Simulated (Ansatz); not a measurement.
# Lattice dynamics of Y3GaC (Pm-3m), part 2 of 2

Wanted: vibrations and spectra of Y3GaC (Pm-3m); the cell is already relaxed. After the zone centre comes a 2×2×2 q mesh on a 8×8×8 k mesh.

Ansatz 0.2.0; DFT PBEsol, scalar-relativistic, plane waves, PAW; PAW set soft_1.

So far. Step 2 (Zone-centre response): Before it was imposed, the acoustic sum rule was missed by 9.7e-5 eV/Å². Small misses are needed for a sound result but don't prove that mesh and cutoff are converged. The lowest optical mode is real, 85.5 cm⁻¹.

## Step 3: Phonons on a q mesh (continued)

The partial phonon density of states has structure finer than the step of the table below, so its rows give means over 20 cm⁻¹, whole bins alone (the curve runs from -52.1 to 550 cm⁻¹). Peaks (cm⁻¹: height): C 390.7: 0.0224, 420.9: 0.0169, 455.0: 0.0260, 489.0: 0.0418, 508.0: 0.0340; Ga 95.5: 0.177; Y 87.9: 0.0556, 190.1: 0.122.

Phonopy on the run's constants, 11x11x11 mesh, Gaussian sigma 4.3 cm-1. Interpolated from a 2×2×2 q mesh. Partial phonon density of states against wavenumber; means over each step; values in 1/cm⁻¹/cell:

| wavenumber (cm⁻¹) | C | Ga | Y |
| --- | --- | --- | --- |
| -40 | 0 | 0 | 0.00594 |
| -20 | 0 | 3.9e-6 | 0.00886 |
| 0 | 3.8e-6 | 2.1e-5 | 0.00180 |
| 20 | 2.2e-5 | 1.7e-4 | 0.00630 |
| 40 | 1.1e-4 | 0.00103 | 0.0219 |
| 60 | 2.4e-4 | 0.00342 | 0.0416 |
| 80 | 2.4e-4 | 0.0301 | 0.0525 |
| 100 | 1.8e-4 | 0.112 | 0.0518 |
| 120 | 9.6e-5 | 0.00261 | 0.0406 |
| 140 | 6.5e-5 | 2.8e-4 | 0.0375 |
| 160 | 1.5e-4 | 1.6e-4 | 0.0299 |
| 180 | 0.00153 | 2.2e-4 | 0.0553 |
| 200 | 8.3e-4 | 3.1e-4 | 0.0444 |
| 220 | 1.5e-4 | 8.2e-5 | 0.0138 |
| 240 | 1.9e-4 | 3.5e-5 | 0.0190 |
| 260 | 9.6e-5 | 1.2e-6 | 0.0127 |
| 280 | 7.7e-5 | 0 | 0.00232 |
| 300 | 8.4e-4 | 0 | 7.9e-5 |
| 320 | 0.00283 | 5.6e-6 | 1.8e-4 |
| 340 | 0.00408 | 3.8e-6 | 2.5e-4 |
| 360 | 0.00615 | 0 | 3.7e-4 |
| 380 | 0.0158 | 8.2e-6 | 8.6e-4 |
| 400 | 0.0181 | 1.0e-5 | 9.4e-4 |
| 420 | 0.0142 | 9.6e-6 | 4.8e-4 |
| 440 | 0.0109 | 5.3e-6 | 1.9e-4 |
| 460 | 0.0182 | 1.4e-5 | 2.5e-4 |
| 480 | 0.0132 | 1.3e-5 | 6.8e-5 |
| 500 | 0.0273 | 2.1e-5 | 8.6e-5 |
| 520 | 0.0142 | 7.9e-6 | 3.3e-5 |

Symmetry leaves 4 wavevectors to solve. The lowest mode among them, the acoustic zeros apart, lies at q = (-0.5, -0.5, -0.5) and is imaginary, 44.2i cm⁻¹, so the energy falls along it.

## Step 4: Isotope substitution, element C, natural mass 12.011 amu

An isotope changes the mass and not the force constants, so no new electronic calculation is needed; the shifts show which modes move this element.

The same force constants with the mass of C changed from 12.011 to 13.003 u (phonopy, no LO-TO term). Both lists are sorted by frequency; levels can cross, so a row need not hold one and the same mode. Modes under 3 cm⁻¹ are left out. Isotope shifts, by row, the first 40 of 57 rows:

| q | rank | natural mass (cm⁻¹) | changed mass (cm⁻¹) |
| --- | --- | --- | --- |
| 0 0 0 | 4 | 85.53 | 85.53 |
| 0 0 0 | 5 | 85.53 | 85.53 |
| 0 0 0 | 6 | 85.53 | 85.53 |
| 0 0 0 | 7 | 89.7 | 89.7 |
| 0 0 0 | 8 | 89.7 | 89.7 |
| 0 0 0 | 9 | 89.7 | 89.7 |
| 0 0 0 | 10 | 201.4 | 200.9 |
| 0 0 0 | 11 | 201.4 | 200.9 |
| 0 0 0 | 12 | 201.4 | 200.9 |
| 0 0 0 | 13 | 290.1 | 279.9 |
| 0 0 0 | 14 | 290.1 | 279.9 |
| 0 0 0 | 15 | 290.1 | 279.9 |
| 0 0 -0.5 | 1 | 75.42 | 75.39 |
| 0 0 -0.5 | 2 | 75.42 | 75.39 |
| 0 0 -0.5 | 3 | 87.86 | 87.86 |
| 0 0 -0.5 | 4 | 87.86 | 87.86 |
| 0 0 -0.5 | 5 | 92.73 | 92.73 |
| 0 0 -0.5 | 6 | 104.5 | 104.5 |
| 0 0 -0.5 | 7 | 110.5 | 110.5 |
| 0 0 -0.5 | 8 | 110.5 | 110.5 |
| 0 0 -0.5 | 9 | 131.2 | 131.2 |
| 0 0 -0.5 | 10 | 184.5 | 184.1 |
| 0 0 -0.5 | 11 | 184.5 | 184.1 |
| 0 0 -0.5 | 12 | 223.2 | 223.2 |
| 0 0 -0.5 | 13 | 381.9 | 368 |
| 0 0 -0.5 | 14 | 381.9 | 368 |
| 0 0 -0.5 | 15 | 527.7 | 507.3 |
| 0 -0.5 -0.5 | 1 | -37.44 | -37.44 |
| 0 -0.5 -0.5 | 2 | 94.05 | 94.05 |
| 0 -0.5 -0.5 | 3 | 102 | 102 |
| 0 -0.5 -0.5 | 4 | 102 | 102 |
| 0 -0.5 -0.5 | 5 | 104.7 | 104.7 |
| 0 -0.5 -0.5 | 6 | 104.7 | 104.7 |
| 0 -0.5 -0.5 | 7 | 109 | 109 |
| 0 -0.5 -0.5 | 8 | 109 | 109 |
| 0 -0.5 -0.5 | 9 | 165.5 | 164.9 |
| 0 -0.5 -0.5 | 10 | 174.2 | 174.2 |
| 0 -0.5 -0.5 | 11 | 189.2 | 189.2 |
| 0 -0.5 -0.5 | 12 | 256.9 | 256.9 |
| 0 -0.5 -0.5 | 13 | 396.5 | 382.4 |

A mode of this element alone would shift by -3.89 %. The highest zone-centre frequency without the field goes from 290.1 to 279.9 cm⁻¹ (-3.5 %). The product of the frequency ratios over all optical modes at Γ is 0.891; the product rule, (m/m′)^(3k/2) (M′/M)^(3/2) with k = 1 such atoms and M the mass of the cell, gives 0.892.

## Step 5: Another isotope, element Ga, natural mass 69.723 amu

The same for Ga, from 69.72 to 70.92 u.

The same force constants with the mass of Ga changed from 69.723 to 70.925 u (phonopy, no LO-TO term). Both lists are sorted by frequency; levels can cross, so a row need not hold one and the same mode. Modes under 3 cm⁻¹ are left out. Isotope shifts, by row, the first 40 of 57 rows:

| q | rank | natural mass (cm⁻¹) | changed mass (cm⁻¹) |
| --- | --- | --- | --- |
| 0 0 0 | 4 | 85.53 | 85.53 |
| 0 0 0 | 5 | 85.53 | 85.53 |
| 0 0 0 | 6 | 85.53 | 85.53 |
| 0 0 0 | 7 | 89.7 | 89.1 |
| 0 0 0 | 8 | 89.7 | 89.1 |
| 0 0 0 | 9 | 89.7 | 89.1 |
| 0 0 0 | 10 | 201.4 | 201.4 |
| 0 0 0 | 11 | 201.4 | 201.4 |
| 0 0 0 | 12 | 201.4 | 201.4 |
| 0 0 0 | 13 | 290.1 | 290.1 |
| 0 0 0 | 14 | 290.1 | 290.1 |
| 0 0 0 | 15 | 290.1 | 290.1 |
| 0 0 -0.5 | 1 | 75.42 | 75.42 |
| 0 0 -0.5 | 2 | 75.42 | 75.42 |
| 0 0 -0.5 | 3 | 87.86 | 87.12 |
| 0 0 -0.5 | 4 | 87.86 | 87.12 |
| 0 0 -0.5 | 5 | 92.73 | 92.73 |
| 0 0 -0.5 | 6 | 104.5 | 103.7 |
| 0 0 -0.5 | 7 | 110.5 | 110.5 |
| 0 0 -0.5 | 8 | 110.5 | 110.5 |
| 0 0 -0.5 | 9 | 131.2 | 131.2 |
| 0 0 -0.5 | 10 | 184.5 | 184.5 |
| 0 0 -0.5 | 11 | 184.5 | 184.5 |
| 0 0 -0.5 | 12 | 223.2 | 223.1 |
| 0 0 -0.5 | 13 | 381.9 | 381.9 |
| 0 0 -0.5 | 14 | 381.9 | 381.9 |
| 0 0 -0.5 | 15 | 527.7 | 527.7 |
| 0 -0.5 -0.5 | 1 | -37.44 | -37.44 |
| 0 -0.5 -0.5 | 2 | 94.05 | 93.25 |
| 0 -0.5 -0.5 | 3 | 102 | 101.2 |
| 0 -0.5 -0.5 | 4 | 102 | 101.2 |
| 0 -0.5 -0.5 | 5 | 104.7 | 104.6 |
| 0 -0.5 -0.5 | 6 | 104.7 | 104.6 |
| 0 -0.5 -0.5 | 7 | 109 | 109 |
| 0 -0.5 -0.5 | 8 | 109 | 109 |
| 0 -0.5 -0.5 | 9 | 165.5 | 165.5 |
| 0 -0.5 -0.5 | 10 | 174.2 | 174.2 |
| 0 -0.5 -0.5 | 11 | 189.2 | 189.2 |
| 0 -0.5 -0.5 | 12 | 256.9 | 256.9 |
| 0 -0.5 -0.5 | 13 | 396.5 | 396.5 |

A mode of this element alone would shift by -0.85 %. The highest zone-centre frequency without the field goes from 290.1 to 290.1 cm⁻¹ (-0.0 %). The product of the frequency ratios over all optical modes at Γ is 0.980; the product rule, (m/m′)^(3k/2) (M′/M)^(3/2) with k = 1 such atoms and M the mass of the cell, gives 0.980.

## Step 6: Summary of results

* space group (within 0.01 Å): Pm-3m
* volume per atom: 22.2 Å³
* electronic character: no gap on this mesh
* highest optical mode at the zone centre (no LO-TO term): 290 cm⁻¹
* lowest optical zone-centre mode: 85.5 cm⁻¹
* lowest mode on the q mesh (acoustic modes at Γ apart): -44.2 cm⁻¹
* highest frequency on the path or at a solved wavevector: 528 cm⁻¹
* imaginary modes on the 2×2×2 q mesh: yes

In words: Modes are clearly imaginary (beyond 10i cm⁻¹) at 2 of the 4 irreducible wavevectors, most at q = (-0.5, -0.5, -0.5) (44.2i cm⁻¹), so this structure is not a minimum of the energy. The optical modes at Γ span 86 to 290 cm⁻¹. The highest mode in this list at Γ, 290.1 cm⁻¹, is mostly motion of C (91 % of the kinetic energy). With no gap, or one that is small against the smearing, the frequencies hang on the k mesh and the smearing, most of all near Kohn anomalies. The PAW files were made for PBE and serve the other functionals too. These are harmonic frequencies at zero temperature: anharmonic shifts, linewidths and thermal expansion are left out.

[Hosts, paths, dates, database ids (printed as entryN), source tags and the programs' standing remarks are cut or masked in the printed files.]
